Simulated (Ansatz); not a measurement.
# SnWO4 (Pnna): a many-body input that goes wrong, and its mend

Aim: the G0W0 gap of SnWO4 (Pnna). The first input has a fault.

Method: G0W0 on r2SCAN, plane waves, PAW, in Ansatz 0.2.0.

## (1) Set-up

The structure is orthorhombic, space group Pnna (No. 52). Conventional cell: a = 5.627 Å, b = 11.649 Å, c = 4.997 Å, α = 90.00°, β = 90.00°, γ = 90.00°. Sn has 4 O at 2.18 to 2.39 Å nearest. W has 6 O at 1.80 to 2.14 Å nearest. O has 2 W at 1.80 to 2.14 Å nearest. O has 1 W at 1.89 Å and 2 Sn at 2.18 to 2.39 Å nearest. Farther neighbours and most contacts between anions are not listed.

The cell and positions come from the Crystallography Open Database and are kept as given unless a step says otherwise. Spin-orbit coupling is left out unless a step names it. The default PAW set here is soft_2. Its files were made with PBE.

## (2) First try

File input.yaml:

```yaml
crystal:
  lattice:
    - [5.627, 0.0, 0.0]
    - [0.0, 11.6486, 0.0]
    - [0.0, 0.0, 4.9973]
  atoms:
    - { symbol: Sn, position: [0.25, 0.0, 0.2196] }
    - { symbol: Sn, position: [0.25, 0.5, 0.2804] }
    - { symbol: Sn, position: [0.75, 0.0, 0.7804] }
    - { symbol: Sn, position: [0.75, 0.5, 0.7196] }
    - { symbol: W, position: [0.6677, 0.25, 0.25] }
    - { symbol: W, position: [0.8323, 0.75, 0.25] }
    - { symbol: W, position: [0.3323, 0.75, 0.75] }
    - { symbol: W, position: [0.1677, 0.25, 0.75] }
    - { symbol: O, position: [0.3765, 0.2987, 0.9988] }
    - { symbol: O, position: [0.1235, 0.7013, 0.9988] }
    - { symbol: O, position: [0.3765, 0.2013, 0.5012] }
    - { symbol: O, position: [0.1235, 0.7987, 0.5012] }
    - { symbol: O, position: [0.6235, 0.7013, 0.0012] }
    - { symbol: O, position: [0.8765, 0.2987, 0.0012] }
    - { symbol: O, position: [0.6235, 0.7987, 0.4988] }
    - { symbol: O, position: [0.8765, 0.2013, 0.4988] }
    - { symbol: O, position: [0.1019, 0.3961, 0.6037] }
    - { symbol: O, position: [0.3981, 0.6039, 0.6037] }
    - { symbol: O, position: [0.1019, 0.1039, 0.8963] }
    - { symbol: O, position: [0.3981, 0.8961, 0.8963] }
    - { symbol: O, position: [0.8981, 0.6039, 0.3963] }
    - { symbol: O, position: [0.6019, 0.3961, 0.3963] }
    - { symbol: O, position: [0.8981, 0.8961, 0.1037] }
    - { symbol: O, position: [0.6019, 0.1039, 0.1037] }
kpoints:
  mp_grid: { grid: [2, 2, 2] }
hamiltonian:
  xc: r2scan
scf:
  occupations: { method: fixed }
gw:
  n_empty_bands: 345
  ecut_chi: 60
  qp_bands: [v4, c4]
  qp_kpoints: band_edges
  screening: { model: full_frequency }
```

Command:

```console
$ ansatz run input.yaml --threads 24 --pin off --max-ram 82944MiB --backend cuda --events-out ev --progress --plain --runs-dir out --devices 1 --max-vram 78GiB
```

Numbers of over 12 decimals in the logs are rounded to 6 here.

The log of the run:

```text
Error: YAML parse error: error: line 42 column 23: unknown variant `full_frequency`, expected one of godby_needs, contour_deformation
  --> <input>:42:23
   |
40 |   qp_bands: [v4, c4]
41 |   qp_kpoints: band_edges
42 |   screening: { model: full_frequency }
   |                       ^ unknown variant `full_frequency`, expected one of godby_needs, contour_deformation
```

The job ended after 0.02 s (24 threads of Arm Neoverse V2, shared host; peak memory 0.018 GiB).

**What went wrong?**

The program refused the input before any cycle.

The program's message: “Error: YAML parse error: error: line 42 column 23: unknown variant `full_frequency`, expected one of godby_needs, contour_deformation”

The fault: unknown screening model. The program knows two models, a plasmon pole and contour deformation.

## (3) A better input

Now the one-shot GW correction: screening in the RPA, then the self-energy of the levels asked for.

Edit input.yaml of step 2 so:

```diff
@@ -37,6 +37,6 @@
 gw:
-  n_empty_bands: 345
-  ecut_chi: 60
+  n_empty_bands: 454
+  ecut_chi: 72
   qp_bands: [v4, c4]
   qp_kpoints: band_edges
-  screening: { model: full_frequency }
+  screening: { model: contour_deformation }
```

The log of the run:

```text
GPUs: using 1 of 1 available (devices: 1).
[...]
Crystal: 24 atoms, lattice volume = 327.556 Å³
Basis set: ecut = 500 eV, 8317 PW (Γ), exchange–correlation on 180×360×160 points (64 copies of the dense FFT grid, shifted against one another)
Bands: 128, of which v1, the nominal top of the filled ones, is band 104 counted from 1 (103 counted from 0)
Symmetry: 8 space group operations
[...]
k-points: 8
[...]
SCF iter   1: F=—  HF=-74847.686385 eV  |F-HF|=—  |Δ(HF+E_count)|=         —  Δρ=1.16e-2  dr2=5.33e-1  dr2_τ=1.43e0  ethr=1.77e-3  ⟨swp⟩=5.0  Hψ=3366  notcnv=0  defer=171
[...]
SCF iter   9: F=-74847.964450 eV  HF=-74847.964450 eV  |F-HF|=1.37e-9  |Δ(HF+E_count)|=   5.06e-8  Δρ=1.29e-6  dr2=5.62e-9  dr2_τ=7.16e-10  ethr=4.81e-11  ⟨swp⟩=10.2  Hψ=3807  notcnv=0
SCF 1 converged in 9 iterations: F = -74847.964450 eV  dr2 = 5.62e-9
[...]
SCF converged after 9 iterations
[...]
0   108     11.2944   -16.2140    -3.7925   -21.0504  0.7627    12.3636    12.3383  root
     1   101      8.2912   -20.4004     2.2923   -18.0296  0.7638     8.2126     8.2128  root
     1   102      8.2912   -20.4004     2.2923   -18.0296  0.7638     8.2126     8.2128  root
     1   103      8.5970   -20.7066     2.2518   -18.3895  0.7708     8.5317     8.5318  root
     1   104      8.5970   -20.7066     2.2518   -18.3895  0.7708     8.5317     8.5318  root
     1   105     11.1888   -15.4131    -4.2387   -20.6852  0.7649    12.2480    12.2222  root
     1   106     11.1888   -15.4131    -4.2387   -20.6852  0.7649    12.2480    12.2222  root
     1   107     11.3396   -15.8809    -4.2081   -21.1542  0.7618    12.4342    12.4049  root
[...]
7   105     10.9979   -15.8020    -3.9435   -20.7889  0.7688    12.0645    12.0412  root
     7   106     10.9979   -15.8020    -3.9435   -20.7889  0.7688    12.0645    12.0412  root
     7   107     11.2895   -16.2822    -3.8942   -21.2777  0.7594    12.4220    12.3908  root
     7   108     11.2895   -16.2822    -3.8942   -21.2777  0.7594    12.4220    12.3908  root
```

Run time: 8.6 s. Hardware: 1 × NVIDIA GB200 (shared by 2 runs) with 24 threads; peak memory 3.4 GiB; 28 s of CPU time.

This step gave:

- bands summed: 558
- RPA ε∞ on this mesh (eigenvalues): 5.388, 5.750, 6.893
- plane waves in the screening matrix: 461
- q-points in the mesh: 8
- G0W0 gap on the mesh: 2.634 eV
- k of the valence top: 0, -0.5, 0
- k of the conduction bottom: 0, 0, 0
- starting gap on the mesh: 1.548 eV
- Z at the valence top: 0.7727
- Z at the conduction bottom: 0.7685
- least direct G0W0 gap on the computed points: 2.657 eV

The gap on the mesh goes from 1.55 eV to 2.63 eV, a correction of +1.09 eV. Between the two edge states, bare exchange in place of the xc potential would open the gap by 7.02 eV, and correlation takes back 5.94 eV.

## (4) What came out

| Property | Result |
| --- | --- |
| first try | refused after 0.02 s |
| better run | G0W0 gap on the mesh 2.63 eV (2×2×2 mesh, 454 empty bands, screening to 72 eV) |

The second run differs in: empty bands, screening cutoff (eV) and frequency model. Bands and cutoff are finite, so the gap is not at the basis limit. The miss can reach some tenths of an eV and take either sign; the mesh is an error of its own. The 2×2×2 mesh is coarse for this cell (its supercell is 10 Å along the shortest edge). The RPA ε∞ on it, from the r2SCAN start, is 5.39, 5.75 and 6.89; such meshes misread the long-range screening, most where the gap is narrow. The many-body steps are scalar-relativistic: spin-orbit coupling is not in them.

[Paths, hosts, dates, memory and timing lines, banners, echoed tables and standing remarks are left out of the program output.]

[Logs are printed without paths, hosts, clocks, repeated set-up lines and the standing remarks that a program may print on its own settings, such as how far it seeks lower states.]

[Runs of the session that timed out or met a known fault of the program may be left out.]

[Cells called generated may have been cut or substituted from an entry of the Crystallography Open Database or the Materials Project.]

[Hosts, paths, dates, database ids (printed as entryN), source tags and the programs' standing remarks are cut or masked in the printed files.]
